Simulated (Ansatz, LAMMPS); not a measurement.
## A frame of liquid 1,3,5-triphenylbenzene from 473 K (126 atoms): geometry optimisation

How does a frame of liquid 1,3,5-triphenylbenzene from 473 K (126 atoms) relax, and what do bonds, charges and levels look like afterwards?

Calculated with Ansatz 0.2.0; Kohn-Sham DFT, r2SCAN+D4, PAW (set soft_2), plane waves.

Most raw output is cut from this account.

### 1. The starting structure

The cell holds 126 atoms: 72 C and 54 H. Its edges and angles: a = 11.401 Å, b = 11.401 Å, c = 11.401 Å, α = 90.0°, β = 90.0°, γ = 90.0°. 3 1,3,5-triphenylbenzene placed at random, at 1.03 g/cm³; overlaps pushed apart, then 10 ps at 573 K with MMFF94 bonds, angles, torsions, charges and radii (Halgren, J. Comput. Chem. 17, 490 (1996)) in harmonic and 12-6 forms. Snapshot after 20 ps at 473 K and fixed volume.

Before any run, some limits are plain. The network of contacts between molecules at the start is that of the classical potential that made the cell. The density was typed from a rule of thumb and may lie off the real one at this temperature. Only the Γ point is sampled, in a cell whose shortest periodic width is 11 Å.

### 2. Making the structure

A classical potential supplies the starting structure, since it reaches far longer times than DFT.

This step: classical MD, MMFF94 bonds, angles, torsions, charges and radii (Halgren, J. Comput. Chem. 17, 490 (1996)) in harmonic and 12-6 forms (LAMMPS 22 Jul 2025 - Update 4).

The input, in.lmp:

```
# liquid 1,3,5-triphenylbenzene
units real
atom_style full
boundary p p p
bond_style harmonic
angle_style harmonic
dihedral_style opls
improper_style harmonic
special_bonds lj 0 0 0.5 coul 0 0 0.75
read_data data.lmp
neigh_modify delay 0 every 1 check yes one 4000
comm_modify cutoff 12.0
timestep 0.5
thermo_style custom step time temp pe press density
thermo_modify norm yes
# push overlapping molecules apart
pair_style soft 2.6
pair_coeff * * 0.0
variable a equal ramp(1,60)
fix ad all adapt 1 pair soft a * * v_a
velocity all create 573 544821 mom yes dist gaussian
fix lim all nve/limit 0.03
fix lan all langevin 573 573 50 544822 zero yes
thermo 1000
run 3000 post no
unfix ad
pair_style lj/cut/coul/long 9.0
pair_modify mix arithmetic tail yes
pair_coeff 1 1 0.0678 3.5860   # C
pair_coeff 2 2 0.0216 2.5400   # H
kspace_style pppm 1.0e-4
thermo 100
minimize 1e-5 1e-3 300 3000
reset_timestep 0
# [... 14 lines left out ...]
compute msd all msd com yes
thermo 5000
fix md all nvt temp 473 473 100
run 20000 post no
print "== T473: mean square displacement over the hold $(c_msd[4]:%.2f) A^2"
unfix md
uncompute msd
write_dump all custom T473.dump id type xs ys zs modify sort id
```

Launch:

```bash
lmp -in in.lmp -log none -nocite
```

Elapsed: 10 s, on 1 thread of AMD EPYC 9R45, shared host; peak memory 0.12 GiB.

The input also reads data.lmp (atoms, bonds and types; not printed here).

### 3. Single point at the start

A single point comes first, to see the forces before anything moves.

The input, input.yaml:

```yaml
crystal:
  lattice:
    - [11.40104, 0.0, 0.0]
    - [0.0, 11.40104, 0.0]
    - [0.0, 0.0, 11.40104]
  atoms:
    - { symbol: C, position: [0.77364, 0.83033, 0.95117] }
    - { symbol: C, position: [0.68762, 0.82182, 0.03751] }
    - { symbol: C, position: [0.60509, 0.73307, 0.02872] }
    - { symbol: C, position: [0.61036, 0.65454, 0.92827] }
    - { symbol: C, position: [0.70482, 0.65887, 0.85838] }
    - { symbol: C, position: [0.78753, 0.75005, 0.8618] }
    - { symbol: C, position: [0.88064, 0.76256, 0.77953] }
    - { symbol: C, position: [0.96237, 0.67359, 0.76671] }
    - { symbol: C, position: [0.0787, 0.69384, 0.71285] }
    - { symbol: C, position: [0.17364, 0.61038, 0.72014] }
    - { symbol: C, position: [0.23165, 0.56916, 0.61647] }
    - { symbol: C, position: [0.3021, 0.4667, 0.63338] }
    - { symbol: C, position: [0.3406, 0.43054, 0.74548] }
    - { symbol: C, position: [0.29006, 0.48555, 0.84229] }
    - { symbol: C, position: [0.20459, 0.56776, 0.8334] }
    - { symbol: C, position: [0.09012, 0.79966, 0.66113] }
    - { symbol: C, position: [0.99766, 0.88694, 0.65456] }
    - { symbol: C, position: [0.0141, 0.97828, 0.56439] }
    - { symbol: C, position: [0.9693, 0.09561, 0.58641] }
    - { symbol: C, position: [0.98844, 0.18185, 0.50601] }
    - { symbol: C, position: [0.04598, 0.15721, 0.41224] }
    - { symbol: C, position: [0.09113, 0.04943, 0.38942] }
    - { symbol: C, position: [0.07668, 0.95776, 0.46265] }
    - { symbol: C, position: [0.90006, 0.86813, 0.72394] }
    - { symbol: H, position: [0.82772, 0.90992, 0.95199] }
    - { symbol: H, position: [0.66701, 0.89027, 0.10251] }
    - { symbol: H, position: [0.52552, 0.72029, 0.08043] }
    - { symbol: H, position: [0.53671, 0.59349, 0.92172] }
    - { symbol: H, position: [0.69445, 0.59248, 0.7925] }
    - { symbol: H, position: [0.94914, 0.58902, 0.80956] }
    - { symbol: H, position: [0.20082, 0.6004, 0.53081] }
    - { symbol: H, position: [0.34397, 0.42289, 0.55952] }
    [... 88 atom lines left out ...]
    - { symbol: H, position: [0.80181, 0.7305, 0.46211] }
    - { symbol: H, position: [0.81764, 0.92008, 0.37794] }
    - { symbol: H, position: [0.65955, 0.03531, 0.31101] }
    - { symbol: H, position: [0.45335, 0.95214, 0.31599] }
    - { symbol: H, position: [0.43855, 0.75165, 0.36417] }
    - { symbol: H, position: [0.66607, 0.57879, 0.58748] }
kpoints:
  mp_grid: { grid: [1, 1, 1] }
hamiltonian:
  xc: r2scan
  dispersion: d4
scf:
  occupations: { method: fixed }
output:
  forces: true
  stress: true
  populations: intrinsic
  dos:
    method: { smearing: { sigma: 0.1 } }
    de: 0.1
    projected: { site_lists: { C: [C], H: [H] } }
  eigenvalues: true
```

Launch:

```bash
ansatz run input.yaml --threads 4 --pin off --max-ram 8192MiB --backend cpu --events-out ev --progress --plain --runs-dir out
```

Elapsed: 19 s, on 4 threads of AMD EPYC 9R45, shared host; peak memory 3.9 GiB; 74 s of CPU time.

The run gave:

```
free energy                                      : -18976.5225 eV
free energy per atom                             : -150.6073 eV/atom
SCF cycles                                       : 9
pressure                                         : 1.673 GPa
r.m.s. force component                           : 1.26 eV/Å
longest force                                    : 6.052 eV/Å
Fermi energy                                     : -0.3876 eV
gap (highest filled to lowest empty level) : 3.525 eV
```

The r.m.s. force component of 1.3 eV/Å and the pressure of 1.7 GPa set the starting point.

Length of the force by element:

```
element  coordination  atoms  mean length of the force (eV/Å)  spread  least  most
      C           all     72                             2.43    1.17  0.536  6.05
      H           all     54                             1.02   0.618  0.269  3.43
```

### 4. Relaxation

With the cell held, the atoms are moved downhill towards a nearby minimum.

input.yaml, the sections that differ from step 3:

```yaml
output:
  forces: true
relax:
  f_tol: 0.05
  max_steps: 200
# crystal, kpoints, hamiltonian, scf: as in step 3
```

Elapsed: 2.7 min, on 4 threads; peak memory 4 GiB; 10 min of CPU time.

Step by step:

```
step  energy less that of the first step (eV)  largest force component (eV/Å)
   1                                   0.0000                          5.0440
   2                                  -5.5041                          1.9066
   3                                  -6.8157                          0.8173
   4                                  -7.1470                          0.3621
   5                                  -7.3009                          0.1375
   6                                  -7.3756                          0.1001
   7                                  -7.4106                          0.0978
   8                                  -7.4327                          0.0961
   9                                  -7.4497                          0.0528
  10                                  -7.4593                          0.0461
  11                                  -7.4661                          0.0408
  12                                  -7.4714                          0.0231
  13                                  -7.4748                          0.0195
```

The atoms that moved most (Å):

```csv
atom,dx,dy,dz,length
H76,-0.211,-1.309,-0.422,1.391
C56,-0.155,-1.161,-0.269,1.201
H77,-0.143,-1.121,-0.280,1.165
H26,-0.342,0.896,-0.561,1.111
C57,-0.103,-1.070,-0.137,1.084
H117,-0.634,0.823,-0.263,1.072
H79,-0.159,-0.893,-0.351,0.973
H75,-0.178,-0.874,0.037,0.893
```

The relaxation changed the energy by -59.3 meV/atom, and atoms moved by 0.55 Å r.m.s., 1.4 Å at most.

### 5. Structure statistics after relaxation

Bonds before and after, by the cutoffs listed below:

```
pair  bonds before  bonds after  mean before (Å)  mean after (Å)  spread before (Å)  spread after (Å)
 C-C            81           81            1.398           1.403              0.040             0.027
 C-H            54           54            1.082           1.083              0.029             0.001
```

Density 1.03 g/cm³, 11.76 Å³ an atom.

g(r), total and by pair (bins of 0.2 Å):

| r (Å) | total | C-C | C-H | H-H |
| --- | --- | --- | --- | --- |
| 1.00 | 3.47 | 0.00 | 7.10 | 0.00 |
| 1.20 | 0.00 | 0.00 | 0.00 | 0.00 |
| 1.40 | 3.10 | 9.49 | 0.00 | 0.00 |
| 1.60 | 0.00 | 0.00 | 0.00 | 0.00 |
| 1.80 | 0.00 | 0.00 | 0.00 | 0.00 |
| 2.00 | 0.02 | 0.00 | 0.00 | 0.09 |
| 2.20 | 1.91 | 0.00 | 3.57 | 0.92 |
| 2.40 | 1.63 | 3.27 | 0.00 | 3.07 |
| 2.60 | 0.58 | 0.82 | 0.45 | 0.53 |
| 2.80 | 1.06 | 1.06 | 1.23 | 0.61 |
| 3.00 | 0.43 | 0.46 | 0.40 | 0.49 |
| 3.20 | 0.38 | 0.00 | 0.54 | 0.64 |
| 3.40 | 1.28 | 0.04 | 2.27 | 0.84 |
| 3.60 | 0.59 | 0.33 | 0.59 | 1.09 |
| 3.80 | 1.23 | 1.30 | 1.29 | 0.92 |
| 4.00 | 1.04 | 0.61 | 1.38 | 0.88 |
| 4.20 | 1.00 | 0.98 | 0.77 | 1.66 |
| 4.40 | 1.09 | 1.19 | 0.97 | 1.27 |
| 4.60 | 1.01 | 0.84 | 1.08 | 1.13 |
| 4.80 | 0.99 | 1.09 | 0.95 | 0.93 |
| 5.00 | 1.22 | 1.10 | 1.34 | 1.11 |
| 5.20 | 1.01 | 1.30 | 0.90 | 0.76 |
| 5.40 | 1.02 | 1.27 | 0.93 | 0.84 |
| 5.60 | 0.91 | 0.88 | 0.98 | 0.73 |

Bonds by pair of elements; cutoffs follow the first minimum of g(r), held within bounds set by covalent radii, and pairs that aren't listed don't count as bonded:

```
pair A-B  cutoff (Å)  bonds  mean length (Å)  spread (Å)  shortest (Å)  B about A  A about B
     C-C        1.85     81             1.40       0.027          1.39       2.25       2.25
     C-H        1.34     54             1.08       0.001          1.08       0.75          1
```

How many atoms have how many bonded neighbours:

```
element  mean   1   3
      C     3   0  72
      H     1  54   0
```

Bond angles, per cent of each kind in bins of 5°:

```
angle (°)  C-C-C  C-C-H
  115–120   27.8   72.2
  120–125   72.2   27.8
```

Bond angles (no mean is given where the spread exceeds 20°):

```
angle  count  mean (°)  spread (°)
C-C-C    108       120           1
C-C-H    108       120         0.4
```

Rings of the network by King's shortest-path rule, up to 12 atoms, one path for each pair of neighbours; H, halogens, alkali and alkaline-earth atoms are left out, and the last column divides by all other atoms, bonded or not:

```csv
ring size (atoms),rings,per network atom
6,12,0.167
```

Counting bonds as in the table, all C atoms have 3 and all H atoms have 1 bonded neighbour. The C-C-C angle averages 120° with a spread of 1.0°. All rings counted have 6 atoms.

### 6. Single point at the relaxed geometry

The electronic structure is read at the final geometry, in a run of its own.

The input, input.yaml:

```yaml
crystal:
  lattice:
    - [11.40104, 0.0, 0.0]
    - [0.0, 11.40104, 0.0]
    - [0.0, 0.0, 11.40104]
  atoms:
    - { symbol: C, position: [0.7569, 0.88992, 0.93162] }
    - { symbol: C, position: [0.66178, 0.88931, 0.00754] }
    - { symbol: C, position: [0.59819, 0.78672, 0.02497] }
    - { symbol: C, position: [0.63031, 0.68497, 0.96603] }
    - { symbol: C, position: [0.72657, 0.68506, 0.89127] }
    - { symbol: C, position: [0.79105, 0.7877, 0.87281] }
    - { symbol: C, position: [0.89358, 0.78942, 0.79384] }
    - { symbol: C, position: [0.97636, 0.69939, 0.7971] }
    - { symbol: C, position: [0.0762, 0.70251, 0.72608] }
    - { symbol: C, position: [0.16775, 0.6113, 0.73558] }
    - { symbol: C, position: [0.23681, 0.58047, 0.63879] }
    - { symbol: C, position: [0.32513, 0.49729, 0.64878] }
    - { symbol: C, position: [0.3462, 0.44251, 0.75577] }
    - { symbol: C, position: [0.27795, 0.47158, 0.85263] }
    - { symbol: C, position: [0.18969, 0.55493, 0.84255] }
    - { symbol: C, position: [0.09038, 0.79682, 0.64913] }
    - { symbol: C, position: [0.00736, 0.88662, 0.64181] }
    - { symbol: C, position: [0.02274, 0.98474, 0.55868] }
    - { symbol: C, position: [0.97854, 0.09662, 0.58383] }
    - { symbol: C, position: [0.99101, 0.18833, 0.50463] }
    - { symbol: C, position: [0.04881, 0.17066, 0.39866] }
    - { symbol: C, position: [0.09439, 0.06041, 0.37324] }
    - { symbol: C, position: [0.08107, 0.96838, 0.45184] }
    - { symbol: C, position: [0.90961, 0.88209, 0.71554] }
    - { symbol: H, position: [0.80752, 0.96945, 0.91926] }
    - { symbol: H, position: [0.63705, 0.96885, 0.05331] }
    - { symbol: H, position: [0.52372, 0.78674, 0.08392] }
    - { symbol: H, position: [0.57933, 0.6055, 0.97691] }
    - { symbol: H, position: [0.75057, 0.60553, 0.84505] }
    - { symbol: H, position: [0.96375, 0.62746, 0.85793] }
    - { symbol: H, position: [0.22022, 0.62103, 0.55445] }
    - { symbol: H, position: [0.37788, 0.47521, 0.57279] }
    [... 88 atom lines left out ...]
    - { symbol: H, position: [0.79833, 0.74876, 0.45605] }
    - { symbol: H, position: [0.81851, 0.96093, 0.42298] }
    - { symbol: H, position: [0.65616, 0.07326, 0.33143] }
    - { symbol: H, position: [0.47161, 0.97178, 0.27797] }
    - { symbol: H, position: [0.45056, 0.75927, 0.31271] }
    - { symbol: H, position: [0.69194, 0.60578, 0.57018] }
kpoints:
  mp_grid: { grid: [1, 1, 1] }
hamiltonian:
  xc: r2scan
  dispersion: d4
scf:
  occupations: { method: fixed }
output:
  forces: true
  stress: true
  populations: true
  dos:
    method: { smearing: { sigma: 0.08 } }
    de: 0.1
    projected: { site_lists: { C: [C], H: [H] } }
  eigenvalues: true
  write_density: true
  write_potential: true
  volumetric_format: npy
  elf: true
```

Run time: 18 s. Hardware: 4 threads; peak memory 3.9 GiB.

The program notes that the exchange-correlation potential is rough where the density is thin.

Numbers from this run:

| Quantity | Value |
| --- | --- |
| free energy | -18983.9973 eV |
| free energy per atom | -150.6666 eV/atom |
| SCF cycles | 9 |
| pressure | -0.5087 GPa |
| r.m.s. force component | 0.00602 eV/Å |
| longest force | 0.02453 eV/Å |
| Fermi energy | -0.4752 eV |
| gap (highest filled to lowest empty level) | 3.551 eV |
| spilling of the projection | 0.01257 |

Löwdin charges by element (they lack the spilled electrons, 0.034 e an atom on average):

```
element  coordination  atoms  mean charge (e)  spread   least    most
      C           all     72          -0.0868  0.0763  -0.148  0.0547
      H           all     54            0.195  0.0061   0.183   0.206
```

States in the cell by windows of 1 eV, zero at the Fermi level; the larger projections on atomic orbitals stand beside the total:

```
from (eV)  to (eV)  total   C p  H s   C s
      -18      -17   11.4   1.6  0.8   8.9
      -17      -16   12.6   2.5  0.9   9.0
      -16      -15    6.1   1.8  0.3   3.9
      -15      -14   10.2   2.8  0.8   6.4
      -14      -13   29.5   8.6  2.9  17.7
      -13      -12    2.1   0.7  0.2   1.2
      -12      -11    2.1   1.1  0.2   0.7
      -11      -10   23.9  13.1  2.7   7.7
      -10       -9   16.6   9.2  2.2   4.9
       -9       -8   11.3   7.7  1.8   1.6
       -8       -7   14.0   9.0  3.5   1.2
       -7       -6   20.9  13.8  4.2   2.6
       -6       -5   47.8  36.6  8.1   2.4
       -5       -4   22.8  19.1  3.2   0.2
       -4       -3   35.9  29.7  5.6   0.3
       -3       -2   26.8  20.5  6.0   0.1
       -2       -1   17.8  17.6  0.1   0.1
       -1        0   27.0  26.8  0.0   0.1
        0        1    3.0   3.0  0.0   0.0
        1        3    0.0   0.0  0.0   0.0
        3        4   12.0  11.3  0.1   0.1
        4        5   24.4  22.0  0.5   0.2
```

The curve was stored every 0.10 eV, coarse against its broadening of 0.08 eV, so these counts are rough.

With fixed occupations the program's Fermi level is the highest filled level; weight inside the gap is the broadening of levels at its edges.

The levels nearest the highest filled one (over half full), pooled over k-points and spins:

| level less the highest filled one (eV) | occupation |
| --- | --- |
| -0.383 | 2 |
| -0.289 | 2 |
| -0.208 | 2 |
| -0.143 | 2 |
| -0.0194 | 2 |
| 0 | 2 |
| 3.55 | 0 |
| 3.60 | 0 |
| 3.64 | 0 |
| 3.67 | 0 |
| 3.77 | 0 |
| 3.82 | 0 |

[end of part 1 of 2]

[Logs are printed without paths, hosts, clocks, repeated set-up lines and the standing remarks that a program may print on its own settings, such as how far it seeks lower states.]

[Hosts, paths, dates, database ids (printed as entryN), source tags and the programs' standing remarks are cut or masked in the printed files.]

[The MMFF94 radii named for the starting cell were scaled by 0.96; in molecules described by MMFF94, hydrogen bound to N, O or S took a small fixed 12-6 site in their place.]
